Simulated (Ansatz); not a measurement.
# linear Re chain under tension and compression

Aim: how do moment and conductance of the linear Re chain follow its length?

Method: DFT LDA, plane waves, PAW; relaxation of a chain's period, in the first sound run; inputs show where later runs differ, in Ansatz 0.2.0.

## 1. The structure

The cell holds 1 atom: 1 Re. Its edges and angles: a = 7.500 Å, b = 7.500 Å, c = 2.809 Å, α = 90.0°, β = 90.0°, γ = 90.0°. Vacuum lies along a and b. The structure's axis is c.

## 2. The relaxed wire

Band widths follow the bond lengths, so the chain is relaxed first. The atoms and the third cell vector are free; the box across stays fixed as vacuum. Moments are seeded so that a magnetic state can form if it lies lower. A Fermi-Dirac smearing is set since the result may be a metal. The pressure printed is a third of the stress's trace over the whole box, vacuum included; only the stress along the axis is relaxed.

input.yaml

```yaml
crystal:
  lattice:
    - [7.5, 0.0, 0.0]
    - [0.0, 7.5, 0.0]
    - [0.0, 0.0, 2.8086]
  atoms:
    - { symbol: Re, position: [0.5, 0.5, 0.0], spin: 2.0 }
magnetization:
  spin_polarized: true
kpoints:
  mp_grid: { grid: [1, 1, 29] }
scf:
  occupations: { method: fermi_dirac, width: 0.05 }
hamiltonian:
  xc: lda
relax:
  cell: { fix: [a, b, alpha, beta, gamma] }
  max_steps: 60
```

Run with:

```
ansatz run input.yaml --threads 4 --pin off --max-ram 8192MiB --backend cpu --events-out ev --progress --plain --runs-dir out
```

Numbers of over 12 decimals in the logs are rounded to 6 here.

Log:

```text
Engine: ansatz 0.2.0, aarch64-unknown-linux-gnu
Pseudopotentials: kind: paw
Pseudopotential: Re, paw, valence charge 15, recommended cutoff 420 eV (normal), Re.paw.azcp
Functional definition: SPW92
  exchange = slater_x
  correlation = pw_c
Crystal: 1 atoms, lattice volume = 157.984 Å³
Basis set: ecut = 420 eV, 3129 PW (Γ)
Bands: 13, of which v1, the nominal top of the filled ones, is band 8 counted from 1 (7 counted from 0)
Symmetry: 16 space group operations
Space group: P4/mmm (ITA 123), of the structure as read, at distance tolerance 5.4e-5 Å
Magnetic group: BNS 123.339 (UNI 999), of the structure as read, at distance tolerance 5.4e-5 Å
k-points: 15 of 29
Non-local potential: Re, projectors of the file, l = 0: 3, l = 1: 2, l = 2: 2, l = 3: 1
PAW form: soft (Blöchl's): semilocal exchange-correlation on the pseudo side does not see the compensation charge
PAW frozen core: Re, regenerated for the run's functional, and the local potential with it (the file was generated under x = pbe(κ = 0.804, μ = 0.219515), c = pbe(β = 0.066725))
PAW one-centre angular grid: Re, 590 points (default); XC on 64 Gauss nodes
Initial density: superposition of atomic densities (neutral atoms: chi_scale 0, normalization atom)
Starting moments: Σ|m| = 2 μB on 1 of 1 site
Initial wavefunctions: pseudopotential atomic-orbital guess
Functional: x = slater, c = lda
iter 1 solved again at ethr=2.24e-3 eV; its pass at ethr=3.10e-3 eV (dr2=3.36e-1 eV) is discarded
SCF iter   1: F=—  HF=-10599.853075 eV  |F-HF|=—  |Δ(HF+E_count)|=         —  Δρ=1.81e-2 (↑1.20e-2 ↓1.81e-2)  dr2=3.42e-1  dr2_m=2.96e-1  M=2.439 μB ∫|m|=2.439 μB  β_m=0.30  ethr=2.24e-3  ⟨swp⟩=1.0  Hψ=2727  notcnv=0
Mixer restart at iter 1: flushing history
preconditioner: auto → LDOS  [metal: Δε(μ)=0.035 eV  Ē_g=4.519 eV  σ=0.050 eV  W_gap=0.17  n_scr=12 (ndim 8)  ℏωp=7.8 eV  f_vac=0.634  D(μ)=3.47/eV (n_scr^D=20)]
spin=Collinear: LDOS preconditioning applied to the charge; magnetization (m = ρ↑ − ρ↓) channel mixes plain (no charge-response kernel on spin).
SCF iter   2: F=—  HF=-10599.852949 eV  |F-HF|=—  |Δ(HF+E_count)|=   1.26e-4  Δρ=1.31e-2 (↑1.03e-2 ↓1.31e-2)  dr2=1.47e-1  dr2_m=1.80e-1  M=2.568 μB ∫|m|=2.568 μB  β_m=0.65  ethr=2.24e-3  ⟨swp⟩=1.3  Hψ=407  notcnv=0
SCF iter   3: F=—  HF=-10600.066382 eV  |F-HF|=—  |Δ(HF+E_count)|=         —  Δρ=5.45e-3 (↑5.45e-3 ↓5.40e-3)  dr2=3.18e-3  dr2_m=4.12e-2  M=3.153 μB ∫|m|=3.154 μB  β_m=0.65  ethr=9.82e-4  ⟨swp⟩=2.7  Hψ=823  notcnv=0  defer=1
Mixer restart at iter 3: flushing history
SCF iter   4: F=—  HF=-10600.059331 eV  |F-HF|=—  |Δ(HF+E_count)|=   7.05e-3  Δρ=2.42e-3 (↑2.42e-3 ↓2.24e-3)  dr2=1.41e-3  dr2_m=7.51e-3  M=3.191 μB ∫|m|=3.191 μB  β_m=0.82  ethr=2.12e-5  ⟨swp⟩=2.4  Hψ=715  notcnv=0  defer=1
SCF iter   5: F=—  HF=-10600.058320 eV  |F-HF|=—  |Δ(HF+E_count)|=   1.01e-3  Δρ=1.88e-4 (↑1.88e-4 ↓8.40e-5)  dr2=5.61e-5  dr2_m=1.64e-5  M=3.225 μB ∫|m|=3.226 μB  β_m=0.90  ethr=9.41e-6  ⟨swp⟩=2.5  Hψ=607  notcnv=0  defer=1
SCF iter   6: F=—  HF=-10600.058344 eV  |F-HF|=—  |Δ(HF+E_count)|=   2.32e-5  Δρ=6.88e-5 (↑6.88e-5 ↓4.13e-5)  dr2=7.86e-6  dr2_m=2.80e-6  M=3.230 μB ∫|m|=3.230 μB  β_m=0.88  ethr=3.74e-7  ⟨swp⟩=2.1  Hψ=590  notcnv=0  defer=1
SCF iter   7: F=—  HF=-10600.058343 eV  |F-HF|=—  |Δ(HF+E_count)|=   4.57e-7  Δρ=7.51e-6 (↑7.51e-6 ↓7.34e-6)  dr2=1.38e-7  dr2_m=4.59e-8  M=3.231 μB ∫|m|=3.231 μB  β_m=0.94  ethr=5.24e-8  ⟨swp⟩=2.5  Hψ=603  notcnv=0  defer=1
SCF iter   8: F=-10600.058343 eV  HF=-10600.058343 eV  |F-HF|=2.84e-10  |Δ(HF+E_count)|=   5.99e-8  Δρ=1.35e-6 (↑7.42e-7 ↓1.35e-6)  dr2=3.89e-9  dr2_m=6.53e-10  M=3.231 μB ∫|m|=3.231 μB  ethr=6.67e-10  ⟨swp⟩=2.2  Hψ=1307  notcnv=0
SCF 1 converged in 8 iterations: F = -10600.058343 eV  dr2 = 3.89e-9
  greatest PAW one-centre occupation: 0.999 electrons in one spin orbital (limit 2), on the Re atom at site 0 (counted from 0), in its partial waves of l = 0
relax step   1: F+E_penalty+E_count = -10600.05834330 eV  Δ(F+E_penalty+E_count) = +0.000e0 eV  max|allowed force component| = 0.000e0 eV/Å  Δτ_max = 0.0000 Å  P = -3.086 GPa  Ω = 157.984 Å³  fix = [a, b, alpha, beta, gamma]  reactions: a -0.165, b -0.165 GPa  (8 SCF iters, dr2 threshold 1.00e-7 eV, accepted)
Crystal: 1 atoms, lattice volume = 150.282 Å³
Basis set: ecut = 420 eV, 3009 PW (Γ)
Initial density: handed on by an earlier stage of this run
Starting moments: Σ|m| = 2 μB on 1 of 1 site; this step starts from the density that it was given
Initial wavefunctions: those handed on with the density
iter 1 solved again at ethr=4.17e-5 eV; its pass at ethr=3.10e-3 eV (dr2=6.26e-3 eV) is discarded
SCF iter   1: F=—  HF=-10600.482268 eV  |F-HF|=—  |Δ(HF+E_count)|=         —  Δρ=2.92e-3 (↑2.92e-3 ↓2.80e-3)  dr2=6.65e-3  dr2_m=9.19e-3  M=3.071 μB ∫|m|=3.071 μB  β_m=0.30  ethr=4.17e-5  ⟨swp⟩=1.4  Hψ=2858  notcnv=0
preconditioner: auto → LDOS  [metal: Δε(μ)=0.073 eV  Ē_g=4.988 eV  σ=0.050 eV  W_gap=0.35  n_scr=12 (ndim 8)  ℏωp=8.0 eV  f_vac=0.648  D(μ)=1.40/eV (n_scr^D=8)]
spin=Collinear: LDOS preconditioning applied to the charge; magnetization (m = ρ↑ − ρ↓) channel mixes plain (no charge-response kernel on spin).
SCF iter   2: F=—  HF=-10600.479522 eV  |F-HF|=—  |Δ(HF+E_count)|=   2.75e-3  Δρ=2.03e-3 (↑2.03e-3 ↓1.97e-3)  dr2=3.45e-3  dr2_m=4.48e-3  M=3.074 μB ∫|m|=3.074 μB  β_m=0.65  ethr=4.17e-5  ⟨swp⟩=1.0  Hψ=390  notcnv=0
SCF iter   3: F=—  HF=-10600.477335 eV  |F-HF|=—  |Δ(HF+E_count)|=   2.19e-3  Δρ=1.96e-4 (↑1.96e-4 ↓1.87e-4)  dr2=5.63e-5  dr2_m=5.61e-6  M=3.081 μB ∫|m|=3.081 μB  β_m=0.81  ethr=2.30e-5  ⟨swp⟩=2.1  Hψ=557  notcnv=0
SCF iter   4: F=—  HF=-10600.477395 eV  |F-HF|=—  |Δ(HF+E_count)|=   5.95e-5  Δρ=4.75e-5 (↑4.75e-5 ↓3.74e-5)  dr2=6.08e-6  dr2_m=2.70e-7  M=3.082 μB ∫|m|=3.082 μB  β_m=0.82  ethr=3.75e-7  ⟨swp⟩=2.3  Hψ=539  notcnv=0
SCF iter   5: F=—  HF=-10600.477395 eV  |F-HF|=—  |Δ(HF+E_count)|=   6.08e-7  Δρ=9.71e-6 (↑9.71e-6 ↓6.56e-6)  dr2=2.47e-7  dr2_m=3.34e-8  M=3.082 μB ∫|m|=3.082 μB  β_m=0.91  ethr=4.05e-8  ⟨swp⟩=2.2  Hψ=528  notcnv=0
SCF iter   6: F=-10600.477395 eV  HF=-10600.477395 eV  |F-HF|=1.09e-8  |Δ(HF+E_count)|=   1.52e-8  Δρ=1.90e-6 (↑1.90e-6 ↓1.51e-6)  dr2=1.57e-8  dr2_m=9.38e-10  M=3.082 μB ∫|m|=3.082 μB  ethr=6.67e-10  ⟨swp⟩=2.7  Hψ=1292  notcnv=0
SCF 2 converged in 6 iterations: F = -10600.477395 eV  dr2 = 1.57e-8
[...]
SCF 3 converged in 6 iterations: F = -10600.852583 eV  dr2 = 4.81e-9
relax step   3: F+E_penalty+E_count = -10600.85258290 eV  Δ(F+E_penalty+E_count) = -3.752e-1 eV  max|allowed force component| = 0.000e0 eV/Å  Δτ_max = 0.0000 Å  P = -2.524 GPa  Ω = 142.580 Å³  energy of the carried Pulay correction = +7.262e-4 eV  fix = [a, b, alpha, beta, gamma]  reactions: a -0.182, b -0.182 GPa  (6 SCF iters, dr2 threshold 1.00e-7 eV, accepted)
[...]
relax step   4: F+E_penalty+E_count = -10601.34290594 eV  Δ(F+E_penalty+E_count) = -4.903e-1 eV  max|allowed force component| = 0.000e0 eV/Å  Δτ_max = 0.0000 Å  P = -3.476 GPa  Ω = 134.681 Å³  energy of the carried Pulay correction = +1.131e-3 eV  fix = [a, b, alpha, beta, gamma]  reactions: a -0.188, b -0.188 GPa  (12 SCF iters, dr2 threshold 1.00e-7 eV, accepted)
[...]
relax step   5: F+E_penalty+E_count = -10601.69226719 eV  Δ(F+E_penalty+E_count) = -3.494e-1 eV  max|allowed force component| = 0.000e0 eV/Å  Δτ_max = 0.0000 Å  P = -1.276 GPa  Ω = 126.979 Å³  energy of the carried Pulay correction = +1.548e-3 eV  fix = [a, b, alpha, beta, gamma]  reactions: a -0.188, b -0.188 GPa  (8 SCF iters, dr2 threshold 1.00e-7 eV, accepted)
[...]
relax step   6: F+E_penalty+E_count = -10601.70489744 eV  Δ(F+E_penalty+E_count) = -1.263e-2 eV  max|allowed force component| = 0.000e0 eV/Å  Δτ_max = 0.0000 Å  P = +0.800 GPa  Ω = 122.949 Å³  energy of the carried Pulay correction = +1.776e-3 eV  fix = [a, b, alpha, beta, gamma]  reactions: a -0.188, b -0.188 GPa  (9 SCF iters, dr2 threshold 1.00e-7 eV, accepted)
[...]
relax step   7: F+E_penalty+E_count = -10601.71902306 eV  Δ(F+E_penalty+E_count) = -1.413e-2 eV  max|allowed force component| = 0.000e0 eV/Å  Δτ_max = 0.0000 Å  P = -0.101 GPa  Ω = 124.555 Å³  energy of the carried Pulay correction = +1.684e-3 eV  fix = [a, b, alpha, beta, gamma]  reactions: a -0.188, b -0.188 GPa  (7 SCF iters, dr2 threshold 1.00e-7 eV, accepted)
[...]
relax step   8: F+E_penalty+E_count = -10601.71903054 eV  Δ(F+E_penalty+E_count) = -7.476e-6 eV  max|allowed force component| = 0.000e0 eV/Å  Δτ_max = 0.0000 Å  P = -0.126 GPa  Ω = 124.600 Å³  energy of the carried Pulay correction = +1.682e-3 eV  fix = [a, b, alpha, beta, gamma]  reactions: a -0.188, b -0.188 GPa  (6 SCF iters, dr2 threshold 1.31e-8 eV, accepted)
Initial wavefunctions: pseudopotential atomic-orbital guess (no wavefunctions were taken with the density)
iter 1 solved again at ethr=6.85e-8 eV; its pass at ethr=3.10e-3 eV (dr2=1.03e-5 eV) is discarded
SCF iter   1: F=—  HF=-10601.718085 eV  |F-HF|=—  |Δ(HF+E_count)|=         —  Δρ=6.86e-5 (↑6.86e-5 ↓6.86e-5)  dr2=2.80e-6  dr2_m=1.67e-11  M=-0.000 μB ∫|m|=0.000 μB  β_m=0.65  ethr=6.85e-8  ⟨swp⟩=3.7  Hψ=3504  notcnv=0
preconditioner: auto → LDOS  [metal: Δε(μ)=0.007 eV  Ē_g=6.545 eV  σ=0.050 eV  W_gap=0.04  n_scr=8 (ndim 8)  ℏωp=8.8 eV  f_vac=0.655  D(μ)=1.99/eV (n_scr^D=12)]
spin=Collinear: LDOS preconditioning applied to the charge; magnetization (m = ρ↑ − ρ↓) channel mixes plain (no charge-response kernel on spin).
SCF iter   2: F=—  HF=-10601.718085 eV  |F-HF|=—  |Δ(HF+E_count)|=   5.17e-7  Δρ=2.26e-5 (↑2.26e-5 ↓2.26e-5)  dr2=2.68e-7  dr2_m=7.58e-12  M=-0.000 μB ∫|m|=0.000 μB  β_m=0.60  ethr=1.87e-8  ⟨swp⟩=2.0  Hψ=512  notcnv=0
SCF iter   3: F=—  HF=-10601.718085 eV  |F-HF|=—  |Δ(HF+E_count)|=   2.00e-8  Δρ=2.62e-6 (↑2.62e-6 ↓2.61e-6)  dr2=9.28e-9  dr2_m=2.52e-12  M=-0.000 μB ∫|m|=0.000 μB  β_m=0.71  ethr=1.78e-9  ⟨swp⟩=1.7  Hψ=446  notcnv=0
SCF iter   4: F=—  HF=-10601.718085 eV  |F-HF|=—  |Δ(HF+E_count)|=   1.67e-9  Δρ=3.43e-7 (↑3.43e-7 ↓3.20e-7)  dr2=4.38e-10  dr2_m=8.08e-13  M=-0.000 μB ∫|m|=0.000 μB  β_m=0.81  ethr=6.19e-11  ⟨swp⟩=2.0  Hψ=484  notcnv=0
SCF iter   5: F=—  HF=-10601.718085 eV  |F-HF|=—  |Δ(HF+E_count)|=  3.95e-10  Δρ=4.55e-8 (↑3.94e-8 ↓4.55e-8)  dr2=4.74e-12  dr2_m=2.12e-13  M=-0.000 μB ∫|m|=0.000 μB  β_m=0.84  ethr=2.92e-12  ⟨swp⟩=2.1  Hψ=490  notcnv=0
SCF iter   6: F=-10601.718085 eV  HF=-10601.718085 eV  |F-HF|=9.09e-12  |Δ(HF+E_count)|=  3.09e-11  Δρ=1.91e-8 (↑1.80e-8 ↓1.91e-8)  dr2=5.70e-13  dr2_m=2.32e-14  M=-0.000 μB ∫|m|=0.000 μB  ethr=1.00e-12  ⟨swp⟩=4.3  Hψ=1476  notcnv=0
the starting moments were not kept: the SCF closed with an absolute magnetisation of 6.4e-7 μB, where they sum to 2 μB in size (1 site). That is at most 0.1 of that sum. Measured as dr2_m measures the in/out step, that magnetisation stands 1.0e-13 eV from none, at or under the dr2_threshold of 1.0e-11 eV: it is no larger than a step whose dr2_m would equal this threshold.
SCF 9 converged in 6 iterations: F = -10601.718085 eV  dr2 = 5.70e-13
relax step   9: F+E_penalty+E_count = -10601.71808458 eV  Δ(F+E_penalty+E_count) = +9.460e-4 eV  max|allowed force component| = 0.000e0 eV/Å  Δτ_max = 0.0000 Å  P = -0.128 GPa  Ω = 124.600 Å³  fix = [a, b, alpha, beta, gamma]  reactions: a -0.189, b -0.189 GPa  stress off target by 7.09e-3 GPa on what of the cell is left free  SCF on the basis re-selected at this cell (its energy is not comparable with the rows above)  (6 SCF iters)
basis re-selected at this cell: Δ(F+E_penalty+E_count) = +9.460e-4 eV, ΔP = -0.002 GPa vs the last step (what re-selecting the basis moved, of the pressure what is left beyond the Pulay correction that the steps carried, after the strain that the cell walked since its last selection, with what the two solves' SCF thresholds leave and, on support functions, any second-order correction that the steps lacked; it is no measure of the basis error at this ecutwfc). The dense FFT grid was sized anew with the basis: this SCF ran on 54×54×15 points, the steps before it on 54×54×20, so part of this shift can come from that change (see relax.cell in the input reference). [rest of the remark cut]
SCF converged after 6 iterations
Magnetization: -0.0000 μB (7.5000 up, 7.5000 down)
Absolute magnetization: 0.0000 μB (∫|ρ↑−ρ↓|, with the PAW one-centre terms)
Spin contamination: 0.0000 ħ² per cell (⟨S²⟩ above its minimum at these occupations)
Per-site moments (μB) at R_I (Å): [(-3.2035751173742155e-7, 0.913735)]
Free energy (F): -10601.718085 eV
Harris-Foulkes:  -10601.718085 eV  (|F-HF|=9.09e-12)
Internal energy: -10601.703320 eV  (E = F + TS)
E sigma→0 (E₀):  -10601.710702 eV
Entropy (-TS):   -0.014764 eV (-14.764 meV/atom)
Fermi energy:    -1.812126 eV
--- Per-component energies (eV) ---
  E_band       = -450.458880
  E_kinetic    = 537.674078
  E_local      = -3597.717286  (includes V_loc(G=0)·N_el)
  E_nonlocal   = 61.123343
  E_hartree    = 1498.098424
  E_xc         = -394.825713
  E_vxc        = -296.959219  (∫ρ·V_xc dr)
  E_paw        = -8403.803970  (= ΣΔE_a)
  E_vpaw       = -150.776594  (= ΣTr[D̂ρ^β])
  E_aug_tail   = -0.000078  (compensation charges beyond the density's cutoff)
  E_ewald      = -302.571195
  E_core_change = 0.319076  (= ΣΔE_core)
  E_smearing   = -0.014764  (= −TS)
  E_closure    = -0.000000  (closes the sum)
  Σ components = -10601.718085   (vs F -10601.718085, Δ=0.00e0)
--- Forces (eV/Å), atoms counted from 1 ---
  atom   1  Re     0.00000000    -0.00000000     0.00000000
  max |Σ_I F_I| component: 3.79e-29 eV/Å
--- Stress (GPa, compression-positive) ---
       -0.188989       0.000000       0.000000
        0.000000      -0.188989       0.000000
        0.000000       0.000000      -0.007087
  P = ⅓ Tr σ = -0.1284 GPa (-1.284 kbar)
--- Relaxed structure (8 steps of the walk, 8 accepted, 1 SCFs on fresh bases) ---
  F+E_penalty+E_count = -10601.71808458 eV   max|allowed force component| = 0.000e0 eV/Å   (the final SCF, on the basis selected at the relaxed cell)
  cell:  # Å, volume = 124.6003 Å³
    - [7.5, 0.0, 0.0]
    - [0.0, 7.5, 0.0]
    - [0.0, 0.0, 2.215116]
  atoms:
    - { symbol: Re, position: [0.5, 0.5, 0.0] }
```

The job ended after 8.6 s (4 threads of Arm Neoverse V2, shared host; peak memory 0.39 GiB).

Relaxation path:

```
step  energy less that of the first step (eV)  largest force component (eV/Å)  pressure (GPa)  volume (Å³)
   1                                   0.0000                          0.0000           -3.09       157.98
   2                                  -0.4191                          0.0000           -2.87       150.28
   3                                  -0.7942                          0.0000           -2.52       142.58
   4                                  -1.2846                          0.0000           -3.48       134.68
   5                                  -1.6339                          0.0000           -1.28       126.98
   6                                  -1.6466                          0.0000            0.80       122.95
   7                                  -1.6607                          0.0000           -0.10       124.55
   8                                  -1.6607                          0.0000           -0.13       124.60
  9*                                  -1.6597                          0.0000           -0.13       124.60
```

Relaxation steps marked * repeat the geometry before them on a plane-wave basis chosen anew for their cell, so energy and pressure can jump there.

```
cell as run  before  after   change
      c (Å)   2.809  2.215  -21.1 %
```

The relaxed structure:

```cif
data_structure
_symmetry_space_group_name_H-M 'P 1'
_symmetry_Int_Tables_number 1
_cell_length_a 7.5000
_cell_length_b 7.5000
_cell_length_c 2.2151
_cell_angle_alpha 90.000
_cell_angle_beta 90.000
_cell_angle_gamma 90.000
_cell_volume 124.60
loop_
_atom_site_label
_atom_site_type_symbol
_atom_site_fract_x
_atom_site_fract_y
_atom_site_fract_z
_atom_site_occupancy
Re1 Re 0.50000 0.50000 0.00000 1
```

Numbers from this step:

```yaml
energy_at_zero_smearing: -10601.7107 eV
cell_length_along_the_wire: 2.215 Å
```

The cell's length comes to 2.215 Å with no moment. That is -21 % against the start, more than a small adjustment.

The cell shrank by 21.1 % in its periodic edges.

[end of part 1 of 3]

[Logs are printed without paths, hosts, clocks, repeated set-up lines and the standing remarks that a program may print on its own settings, such as how far it seeks lower states.]

[Hosts, paths, dates, database ids (printed as entryN), source tags and the programs' standing remarks are cut or masked in the printed files.]
